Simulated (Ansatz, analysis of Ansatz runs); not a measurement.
# A hop of N in Al3GaN4 (Pm), charge +3, part 2 of 3

Wanted: path and barrier of a jump of N in Al3GaN4 (Pm) at charge +3. The case: V_N hop (3.1 Å), in a cell of 96 host atoms with 1 N taken out.

Ansatz 0.2.0; plane-wave PAW DFT, PBEsol; nudged elastic band between two relaxed defect structures at fixed charge in a uniform background.

So far: Set-up; Relaxation of the start point, charge +3; Relaxation of the end point, charge +3.

### 4. Nudged elastic band, charge +3

5 movable images are laid between the ends on a pair-potential path, which keeps atoms from colliding in the first guess. Each image feels the true force across the path and a spring force along it. The highest image is set to climb to the top of the path.

This step: plane-wave PAW DFT, PBEsol; nudged elastic band between two relaxed defect structures at fixed charge in a uniform background.

qp3.neb/input.yaml reads:

```yaml
crystal:
  lattice:
    - [10.08692303, 0.0, 0.00025291]
    - [0.0, 9.39015873, 0.0]
    - [-0.00644803, 0.0, 10.83602103]
  atoms:
    - { symbol: Al, position: [0.25016586, 0.16615157, 0.08349543] }
    - { symbol: Al, position: [-0.00063052, 0.16594719, 0.41618729] }
    - { symbol: Al, position: [0.00121155, 0.00031288, 0.16583708] }
    - { symbol: Ga, position: [0.24886463, 0.00027029, 0.33138465] }
    - { symbol: "N", position: [0.05567516, 0.00032427, 0.33311411] }
    - { symbol: "N", position: [0.06201016, 0.16652412, 0.08329984] }
    - { symbol: "N", position: [0.31244247, 0.16661305, 0.41964934] }
    - { symbol: "N", position: [0.3126076, 0.00027304, 0.16282193] }
    - { symbol: Al, position: [0.24736177, 0.16350735, 0.58079913] }
    - { symbol: Al, position: [0.00040721, 0.16538697, 0.91858643] }
    - { symbol: Al, position: [-0.00084467, 0.00030554, 0.66625282] }
    - { symbol: Ga, position: [0.24914426, 0.00029511, 0.83310487] }
    - { symbol: "N", position: [0.05592173, 0.00033726, 0.83238304] }
    - { symbol: "N", position: [0.06098102, 0.1651998, 0.58263426] }
    - { symbol: "N", position: [0.31413139, 0.16686729, 0.91934467] }
    - { symbol: "N", position: [0.31363675, 0.0002658, 0.66270137] }
    - { symbol: Al, position: [0.24971754, 0.50027633, 0.08466856] }
    - { symbol: Al, position: [0.00427148, 0.50034426, 0.40895569] }
    - { symbol: Al, position: [0.00035349, 0.33284496, 0.16375047] }
    - { symbol: Ga, position: [0.24697868, 0.32878599, 0.3306917] }
    - { symbol: "N", position: [0.0556054, 0.33199476, 0.33151858] }
    - { symbol: "N", position: [0.06142252, 0.50030851, 0.08363213] }
    - { symbol: "N", position: [0.30857749, 0.50035584, 0.42076561] }
    - { symbol: "N", position: [0.31296895, 0.33353998, 0.1631666] }
    - { symbol: Al, position: [0.24424842, 0.50029239, 0.58324205] }
    - { symbol: Al, position: [-0.00026757, 0.5003239, 0.9186943] }
    - { symbol: Al, position: [0.00498365, 0.32603974, 0.6697186] }
    - { symbol: Ga, position: [0.24692484, 0.33395687, 0.83816004] }
    - { symbol: "N", position: [0.05567103, 0.33318379, 0.83499918] }
    - { symbol: "N", position: [0.04952832, 0.50030769, 0.58323761] }
    - { symbol: "N", position: [0.31278256, 0.50035528, 0.9206295] }
    - { symbol: "N", position: [0.30740781, 0.33446184, 0.66268589] }
    - { symbol: Al, position: [0.25016519, 0.83438017, 0.08348534] }
    - { symbol: Al, position: [-0.00065052, 0.83472303, 0.41618254] }
    - { symbol: Al, position: [0.00034357, 0.66778203, 0.16375594] }
    - { symbol: Ga, position: [0.24698084, 0.67178594, 0.33068671] }
    - { symbol: "N", position: [0.05560196, 0.66867807, 0.33151696] }
    - { symbol: "N", position: [0.06200904, 0.83410176, 0.08331074] }
    - { symbol: "N", position: [0.31246531, 0.83404514, 0.4196834] }
    - { symbol: "N", position: [0.31297712, 0.66701589, 0.16316254] }
    - { symbol: Al, position: [0.24732437, 0.8369874, 0.58082375] }
    - { symbol: Al, position: [0.00041664, 0.83530124, 0.91858864] }
    - { symbol: Al, position: [0.00495762, 0.67456552, 0.66972125] }
    - { symbol: Ga, position: [0.24689681, 0.66662597, 0.83816791] }
    - { symbol: "N", position: [0.05564073, 0.66747072, 0.83500705] }
    - { symbol: "N", position: [0.06093516, 0.83539983, 0.58264111] }
    - { symbol: "N", position: [0.31411062, 0.83385986, 0.91931895] }
    - { symbol: "N", position: [0.30739526, 0.66611605, 0.66272958] }
    - { symbol: Al, position: [0.75216701, 0.16595959, 0.08386476] }
    - { symbol: Al, position: [0.49891086, 0.16615616, 0.41553681] }
    - { symbol: Al, position: [0.50087154, 0.00031749, 0.16716452] }
    - { symbol: Ga, position: [0.75024045, 0.00027531, 0.3323065] }
    - { symbol: "N", position: [0.55611816, 0.00031399, 0.33411641] }
    - { symbol: "N", position: [0.56315417, 0.16511154, 0.08391186] }
    - { symbol: "N", position: [0.81161208, 0.16752172, 0.41985399] }
    - { symbol: "N", position: [0.81263842, 0.00027452, 0.16362214] }
    - { symbol: Al, position: [0.75185287, 0.16677731, 0.5826937] }
    - { symbol: Al, position: [0.50130153, 0.16336827, 0.92115114] }
    - { symbol: Al, position: [0.5017409, 0.00030287, 0.6650421] }
    - { symbol: Ga, position: [0.75107608, 0.00029511, 0.83300343] }
    - { symbol: "N", position: [0.5560581, 0.00035836, 0.8314597] }
    - { symbol: "N", position: [0.56163323, 0.16809219, 0.58228012] }
[... 2 lines left out ...]
    - { symbol: Al, position: [0.75084806, 0.50027575, 0.08383168] }
    - { symbol: Al, position: [0.48395931, 0.50037449, 0.37919053] }
    - { symbol: Al, position: [0.50128393, 0.3307571, 0.16090958] }
    - { symbol: Ga, position: [0.75152387, 0.33235238, 0.33138743] }
[... 4 lines left out ...]
    - { symbol: Al, position: [0.81341235, 0.50025177, 0.58361271] }
    - { symbol: Al, position: [0.49934167, 0.50033785, 0.91881215] }
    - { symbol: Al, position: [0.48443927, 0.29874245, 0.68401517] }
    - { symbol: Ga, position: [0.75172418, 0.33328093, 0.83477116] }
[... 6 lines left out ...]
    - { symbol: Ga, position: [0.75150863, 0.66823212, 0.3313902] }
[... 7 lines left out ...]
    - { symbol: Ga, position: [0.75174649, 0.66729808, 0.83477362] }
[... 4 lines left out ...]
total_charge: 3
basis:
  ecutwfc: 420
  xc_grid: 2
hamiltonian:
  xc: pbesol
kpoints:
  mp_grid: { grid: [1, 1, 1], shift: [0.25, 0.25, 0.25] }
scf:
  occupations: { method: fixed }
  max_iter: 150
output:
  forces: true
neb:
  images: 5
  f_tol: 0.04
  climbing: true
  initial_path: idpp
  max_iterations: 45
  order_check: false
  final_atoms:
[... 3 lines left out ...]
    - { symbol: Ga, position: [0.24929471, 0.00029824, 0.33228516] }
[... 7 lines left out ...]
    - { symbol: Ga, position: [0.24684501, 0.00266447, 0.82960831] }
[... 7 lines left out ...]
    - { symbol: Ga, position: [0.24928209, 0.33241297, 0.33230082] }
[... 7 lines left out ...]
    - { symbol: Ga, position: [0.24689332, 0.33000585, 0.82959473] }
[... 7 lines left out ...]
    - { symbol: Ga, position: [0.24886606, 0.66637081, 0.33329869] }
[... 7 lines left out ...]
    - { symbol: Ga, position: [0.2473177, 0.66636394, 0.83177811] }
[... 7 lines left out ...]
    - { symbol: Ga, position: [0.75212574, 0.00063464, 0.33246981] }
[... 7 lines left out ...]
    - { symbol: Ga, position: [0.75221038, 0.00096694, 0.83089289] }
[... 7 lines left out ...]
    - { symbol: Ga, position: [0.75213344, 0.3320879, 0.33249692] }
[... 5 lines left out ...]
    - { symbol: Al, position: [0.48668462, 0.46465786, 0.93572017] }
    - { symbol: Al, position: [0.49871667, 0.33205841, 0.66346903] }
    - { symbol: Ga, position: [0.7521529, 0.33178369, 0.83090391] }
[... 3 lines left out ...]
    - { symbol: Al, position: [0.75194618, 0.83322496, 0.08499] }
    - { symbol: Al, position: [0.50074616, 0.83621107, 0.41140622] }
    - { symbol: Al, position: [0.49860568, 0.6663843, 0.1669127] }
    - { symbol: Ga, position: [0.75046227, 0.66636403, 0.33258382] }
    - { symbol: "N", position: [0.55578895, 0.66641045, 0.33279069] }
    - { symbol: "N", position: [0.56199664, 0.83313702, 0.08496483] }
    - { symbol: "N", position: [0.81246412, 0.83300119, 0.41881613] }
    - { symbol: "N", position: [0.81098276, 0.66634819, 0.16224403] }
    - { symbol: Al, position: [0.7515686, 0.83473159, 0.58132759] }
    - { symbol: Al, position: [0.48666723, 0.86811357, 0.93569293] }
    - { symbol: Al, position: [0.48621527, 0.66643478, 0.626244] }
    - { symbol: Ga, position: [0.79718008, 0.66633263, 0.83156828] }
    - { symbol: "N", position: [0.56182357, 0.49831385, 0.58156836] }
    - { symbol: "N", position: [0.56183478, 0.83451067, 0.5815243] }
    - { symbol: "N", position: [0.81249273, 0.8353297, 0.92030436] }
    - { symbol: "N", position: [0.81166287, 0.66636253, 0.6600247] }
```

On the command line:

```bash
$ ansatz run input.yaml --threads 32 --pin off --max-ram 84787MiB --backend cuda --events-out ev --progress --plain --runs-dir out --max-vram 78GiB
```

Numbers of over 12 decimals in the logs are rounded to 6 here.

Output:

```text
Warning: neb: disabling space-group detection — the band's intermediate images generally break the endpoint symmetry, so the full k-mesh is solved, and no spatial operation symmetrises the density, ex [...]
[...]
Crystal: 95 atoms, lattice volume = 1026.364 Å³
Basis set: ecut = 420 eV, 20007 PW (Γ), exchange–correlation on 144×128×150 points (8 copies of the dense FFT grid, shifted against one another)
Bands: 343, of which v1, the nominal top of the filled ones, is band 248 counted from 1 (247 counted from 0)
[...]
k-points: 1
[...]
SCF iter   1: F=—  HF=-81733.070449 eV  |F-HF|=—  |Δ(HF+E_count)|=         —  Δρ=1.41e-2  dr2=4.15e0  ethr=1.77e-3  ⟨swp⟩=5.0  Hψ=1150  notcnv=0  defer=93
[...]
SCF iter   2: F=—  HF=-81731.914199 eV  |F-HF|=—  |Δ(HF+E_count)|=    1.16e0  Δρ=4.67e-3  dr2=8.62e-1  ethr=8.37e-4  ⟨swp⟩=2.0  Hψ=559  notcnv=0  defer=93
[...]
SCF iter  11: F=-81731.560407 eV  HF=-81731.560407 eV  |F-HF|=4.95e-8  |Δ(HF+E_count)|=   1.11e-8  Δρ=2.70e-6  dr2=7.85e-8  ethr=2.02e-11  ⟨swp⟩=2.0  Hψ=991  notcnv=0
SCF 1 converged in 11 iterations: F = -81731.560407 eV  dr2 = 7.85e-8
[...]
SCF 15 converged in 10 iterations: F = -81728.936754 eV  dr2 = 3.15e-8
[...]
SCF 41 converged in 5 iterations: F = -81729.739176 eV  dr2 = 4.54e-8
[...]
SCF converged after 6 iterations
[...]
```

Run time: 17 s. Hardware: 1 × NVIDIA GB200 with 32 threads of Arm Neoverse V2, shared host; peak memory 2.1 GiB.

Images along the path:

```
image  path (Å)  energy (eV)     N92: x, y, z (Å)
    0     0.000       0.0000  5.609, 6.262, 9.043
    1     0.653       0.8070  5.693, 5.912, 8.730
    2     1.305       1.9200  5.794, 5.501, 8.353
    3     1.958       2.4680  5.815, 5.142, 7.918
    4     2.645       1.8210  5.835, 4.926, 7.361
    5     3.333       0.7100  5.747, 4.800, 6.797
    6     4.020      -0.2140  5.663, 4.679, 6.302
```

Read from the output:

```
free energy      : -81729.0923 eV
barrier forward  : 2.468 eV
barrier backward : 2.681 eV
end less start   : -0.2132 eV
hop length       : 3.166 Å
```

Track of the atom that was set to move:

```
image  x (Å)  y (Å)  z (Å)  nearest neighbour  distance (Å)
    0  5.609  6.262  9.043                 Al         1.816
    1  5.693  5.912   8.73                 Al         1.783
    2  5.794  5.501  8.353                 Al         1.778
    3  5.815  5.142  7.918                 Al         1.802
    4  5.835  4.926  7.361                 Al         1.785
    5  5.747    4.8  6.797                 Al         1.782
    6  5.663  4.679  6.302                 Al         1.819
```

The band met its tolerance of 0.04 eV/Å after 8 iterations, with image 3 on top (the start counts as 0). N92, which moves farthest between the ends, has 3 Al at 1.82 to 1.94 Å and 1 Ga at 1.97 Å nearest at the start and 1 Al at 1.80 Å at the top.

### 5. Single point at the start point, PBEsol, denser k-mesh

Three single points on a mesh of more k-points (start, top, end) test the sampling. The start is shown; top and end are run alike.

This step: plane-wave PAW DFT, PBEsol; single point of a defect supercell on a structure of the PBEsol path.

qp3.start.mesh/input.yaml reads:

```yaml
crystal:
  lattice:
    - [10.08692303, 0.0, 0.00025291]
    - [0.0, 9.39015873, 0.0]
    - [-0.00644803, 0.0, 10.83602103]
  atoms:
    - { symbol: Al, position: [0.25016586, 0.16615157, 0.08349543] }
    - { symbol: Al, position: [-0.00063052, 0.16594719, 0.41618729] }
    - { symbol: Al, position: [0.00121155, 0.00031288, 0.16583708] }
    - { symbol: Ga, position: [0.24886463, 0.00027029, 0.33138465] }
    - { symbol: "N", position: [0.05567516, 0.00032427, 0.33311411] }
    - { symbol: "N", position: [0.06201016, 0.16652412, 0.08329984] }
    - { symbol: "N", position: [0.31244247, 0.16661305, 0.41964934] }
    - { symbol: "N", position: [0.3126076, 0.00027304, 0.16282193] }
    - { symbol: Al, position: [0.24736177, 0.16350735, 0.58079913] }
    - { symbol: Al, position: [0.00040721, 0.16538697, 0.91858643] }
    - { symbol: Al, position: [-0.00084467, 0.00030554, 0.66625282] }
    - { symbol: Ga, position: [0.24914426, 0.00029511, 0.83310487] }
    - { symbol: "N", position: [0.05592173, 0.00033726, 0.83238304] }
    - { symbol: "N", position: [0.06098102, 0.1651998, 0.58263426] }
    - { symbol: "N", position: [0.31413139, 0.16686729, 0.91934467] }
    - { symbol: "N", position: [0.31363675, 0.0002658, 0.66270137] }
    - { symbol: Al, position: [0.24971754, 0.50027633, 0.08466856] }
    - { symbol: Al, position: [0.00427148, 0.50034426, 0.40895569] }
    - { symbol: Al, position: [0.00035349, 0.33284496, 0.16375047] }
    - { symbol: Ga, position: [0.24697868, 0.32878599, 0.3306917] }
    - { symbol: "N", position: [0.0556054, 0.33199476, 0.33151858] }
    - { symbol: "N", position: [0.06142252, 0.50030851, 0.08363213] }
    - { symbol: "N", position: [0.30857749, 0.50035584, 0.42076561] }
    - { symbol: "N", position: [0.31296895, 0.33353998, 0.1631666] }
    - { symbol: Al, position: [0.24424842, 0.50029239, 0.58324205] }
    - { symbol: Al, position: [-0.00026757, 0.5003239, 0.9186943] }
    - { symbol: Al, position: [0.00498365, 0.32603974, 0.6697186] }
    - { symbol: Ga, position: [0.24692484, 0.33395687, 0.83816004] }
    - { symbol: "N", position: [0.05567103, 0.33318379, 0.83499918] }
    - { symbol: "N", position: [0.04952832, 0.50030769, 0.58323761] }
    - { symbol: "N", position: [0.31278256, 0.50035528, 0.9206295] }
    - { symbol: "N", position: [0.30740781, 0.33446184, 0.66268589] }
    - { symbol: Al, position: [0.25016519, 0.83438017, 0.08348534] }
    - { symbol: Al, position: [-0.00065052, 0.83472303, 0.41618254] }
    - { symbol: Al, position: [0.00034357, 0.66778203, 0.16375594] }
    - { symbol: Ga, position: [0.24698084, 0.67178594, 0.33068671] }
    - { symbol: "N", position: [0.05560196, 0.66867807, 0.33151696] }
    - { symbol: "N", position: [0.06200904, 0.83410176, 0.08331074] }
    - { symbol: "N", position: [0.31246531, 0.83404514, 0.4196834] }
    - { symbol: "N", position: [0.31297712, 0.66701589, 0.16316254] }
    - { symbol: Al, position: [0.24732437, 0.8369874, 0.58082375] }
    - { symbol: Al, position: [0.00041664, 0.83530124, 0.91858864] }
    - { symbol: Al, position: [0.00495762, 0.67456552, 0.66972125] }
    - { symbol: Ga, position: [0.24689681, 0.66662597, 0.83816791] }
    - { symbol: "N", position: [0.05564073, 0.66747072, 0.83500705] }
    - { symbol: "N", position: [0.06093516, 0.83539983, 0.58264111] }
    - { symbol: "N", position: [0.31411062, 0.83385986, 0.91931895] }
    - { symbol: "N", position: [0.30739526, 0.66611605, 0.66272958] }
    - { symbol: Al, position: [0.75216701, 0.16595959, 0.08386476] }
    - { symbol: Al, position: [0.49891086, 0.16615616, 0.41553681] }
    - { symbol: Al, position: [0.50087154, 0.00031749, 0.16716452] }
    - { symbol: Ga, position: [0.75024045, 0.00027531, 0.3323065] }
    - { symbol: "N", position: [0.55611816, 0.00031399, 0.33411641] }
    - { symbol: "N", position: [0.56315417, 0.16511154, 0.08391186] }
    - { symbol: "N", position: [0.81161208, 0.16752172, 0.41985399] }
    - { symbol: "N", position: [0.81263842, 0.00027452, 0.16362214] }
    - { symbol: Al, position: [0.75185287, 0.16677731, 0.5826937] }
    - { symbol: Al, position: [0.50130153, 0.16336827, 0.92115114] }
    - { symbol: Al, position: [0.5017409, 0.00030287, 0.6650421] }
    - { symbol: Ga, position: [0.75107608, 0.00029511, 0.83300343] }
    - { symbol: "N", position: [0.5560581, 0.00035836, 0.8314597] }
    - { symbol: "N", position: [0.56163323, 0.16809219, 0.58228012] }
    - { symbol: "N", position: [0.81257932, 0.16664202, 0.91976496] }
    - { symbol: "N", position: [0.81028444, 0.00031568, 0.66246287] }
    - { symbol: Al, position: [0.75084806, 0.50027575, 0.08383168] }
    - { symbol: Al, position: [0.48395931, 0.50037449, 0.37919053] }
    - { symbol: Al, position: [0.50128393, 0.3307571, 0.16090958] }
    - { symbol: Ga, position: [0.75152387, 0.33235238, 0.33138743] }
    - { symbol: "N", position: [0.55649902, 0.33222595, 0.33166752] }
    - { symbol: "N", position: [0.5613601, 0.50031412, 0.08358956] }
    - { symbol: "N", position: [0.81372491, 0.50033533, 0.41620928] }
    - { symbol: "N", position: [0.81154822, 0.3335471, 0.16257438] }
    - { symbol: Al, position: [0.81341235, 0.50025177, 0.58361271] }
    - { symbol: Al, position: [0.49934167, 0.50033785, 0.91881215] }
    - { symbol: Al, position: [0.48443927, 0.29874245, 0.68401517] }
    - { symbol: Ga, position: [0.75172418, 0.33328093, 0.83477116] }
    - { symbol: "N", position: [0.5565596, 0.33377942, 0.83453254] }
    - { symbol: "N", position: [0.81180442, 0.50033435, 0.91965355] }
    - { symbol: "N", position: [0.81339939, 0.33077708, 0.66506116] }
    - { symbol: Al, position: [0.75216514, 0.83457938, 0.08385162] }
    - { symbol: Al, position: [0.49894589, 0.83450624, 0.41556023] }
    - { symbol: Al, position: [0.50129088, 0.66989762, 0.16090005] }
    - { symbol: Ga, position: [0.75150863, 0.66823212, 0.3313902] }
    - { symbol: "N", position: [0.55649996, 0.66848207, 0.33161682] }
    - { symbol: "N", position: [0.56314837, 0.83551951, 0.08389359] }
    - { symbol: "N", position: [0.81163045, 0.83316292, 0.41985252] }
    - { symbol: "N", position: [0.81154831, 0.66701575, 0.16257143] }
    - { symbol: Al, position: [0.75189617, 0.83376592, 0.58269714] }
    - { symbol: Al, position: [0.50127915, 0.83735707, 0.92112261] }
    - { symbol: Al, position: [0.484433, 0.70183486, 0.68397212] }
    - { symbol: Ga, position: [0.75174649, 0.66729808, 0.83477362] }
    - { symbol: "N", position: [0.55657386, 0.66688473, 0.83451097] }
    - { symbol: "N", position: [0.56170093, 0.83248558, 0.58232391] }
    - { symbol: "N", position: [0.81257298, 0.83405147, 0.9197467] }
    - { symbol: "N", position: [0.8133776, 0.6697578, 0.66504404] }
total_charge: 3
basis:
  ecutwfc: 420
  xc_grid: 2
hamiltonian:
  xc: pbesol
kpoints:
  mp_grid: { grid: [2, 2, 2], shift: [0.5, 0.5, 0.5] }
scf:
  occupations: { method: fixed }
  max_iter: 150
output:
  forces: true
  eigenvalues: true
checkpoint:
  write: "../qp3.start.mesh.run"
  compress: false
  write_wavefunctions: false
  write_every: 100000
```

Output:

```text
[...]
Crystal: 95 atoms, lattice volume = 1026.364 Å³
Basis set: ecut = 420 eV, 20007 PW (Γ), exchange–correlation on 144×128×150 points (8 copies of the dense FFT grid, shifted against one another)
Bands: 343, of which v1, the nominal top of the filled ones, is band 248 counted from 1 (247 counted from 0)
[...]
SCF iter   1: F=—  HF=-81733.071826 eV  |F-HF|=—  |Δ(HF+E_count)|=         —  Δρ=1.41e-2  dr2=4.15e0  ethr=1.77e-3  ⟨swp⟩=5.0  Hψ=4702  notcnv=0  defer=366
[...]
SCF iter   2: F=—  HF=-81731.915711 eV  |F-HF|=—  |Δ(HF+E_count)|=    1.16e0  Δρ=4.67e-3  dr2=8.65e-1  ethr=8.37e-4  ⟨swp⟩=2.0  Hψ=2412  notcnv=0  defer=372
[...]
SCF iter   8: F=—  HF=-81731.561185 eV  |F-HF|=—  |Δ(HF+E_count)|=   1.50e-3  Δρ=5.13e-5  dr2=2.59e-5  ethr=1.08e-8  ⟨swp⟩=2.0  Hψ=2008  notcnv=0  defer=136
SCF iter   9: F=—  HF=-81731.561180 eV  |F-HF|=—  |Δ(HF+E_count)|=   4.09e-6  Δρ=7.73e-6  dr2=7.41e-7  ethr=5.23e-9  ⟨swp⟩=2.0  Hψ=2004  notcnv=0  defer=140
[...]
SCF 1 converged in 11 iterations: F = -81731.561181 eV  dr2 = 8.02e-8
[...]
SCF converged after 11 iterations
[...]
```

The job ended after 2.1 s (1 × NVIDIA GB200 with 32 threads; peak memory 1.4 GiB).

Numbers from this step:

```yaml
free_energy: -81731.5612 eV
```

### 6. Barrier from single points, PBEsol, denser k-mesh

Analysis of the runs above: barrier from PBEsol single points on the PBEsol path.

It gives:

* barrier forward: 2.457 eV
* barrier backward: 2.670 eV
* end less start: -0.2130 eV

This gives 2.457 eV against the band's 2.468 eV (backward 2.670 against 2.681 eV). This mesh holds only the band's own point and its sign variants, so it tests the average over those and no finer sampling.

[end of part 2 of 3]

[Logs are printed without paths, hosts, clocks, repeated set-up lines and the standing remarks that a program may print on its own settings, such as how far it seeks lower states.]

[Hosts, paths, dates, database ids (printed as entryN), source tags and the programs' standing remarks are cut or masked in the printed files.]
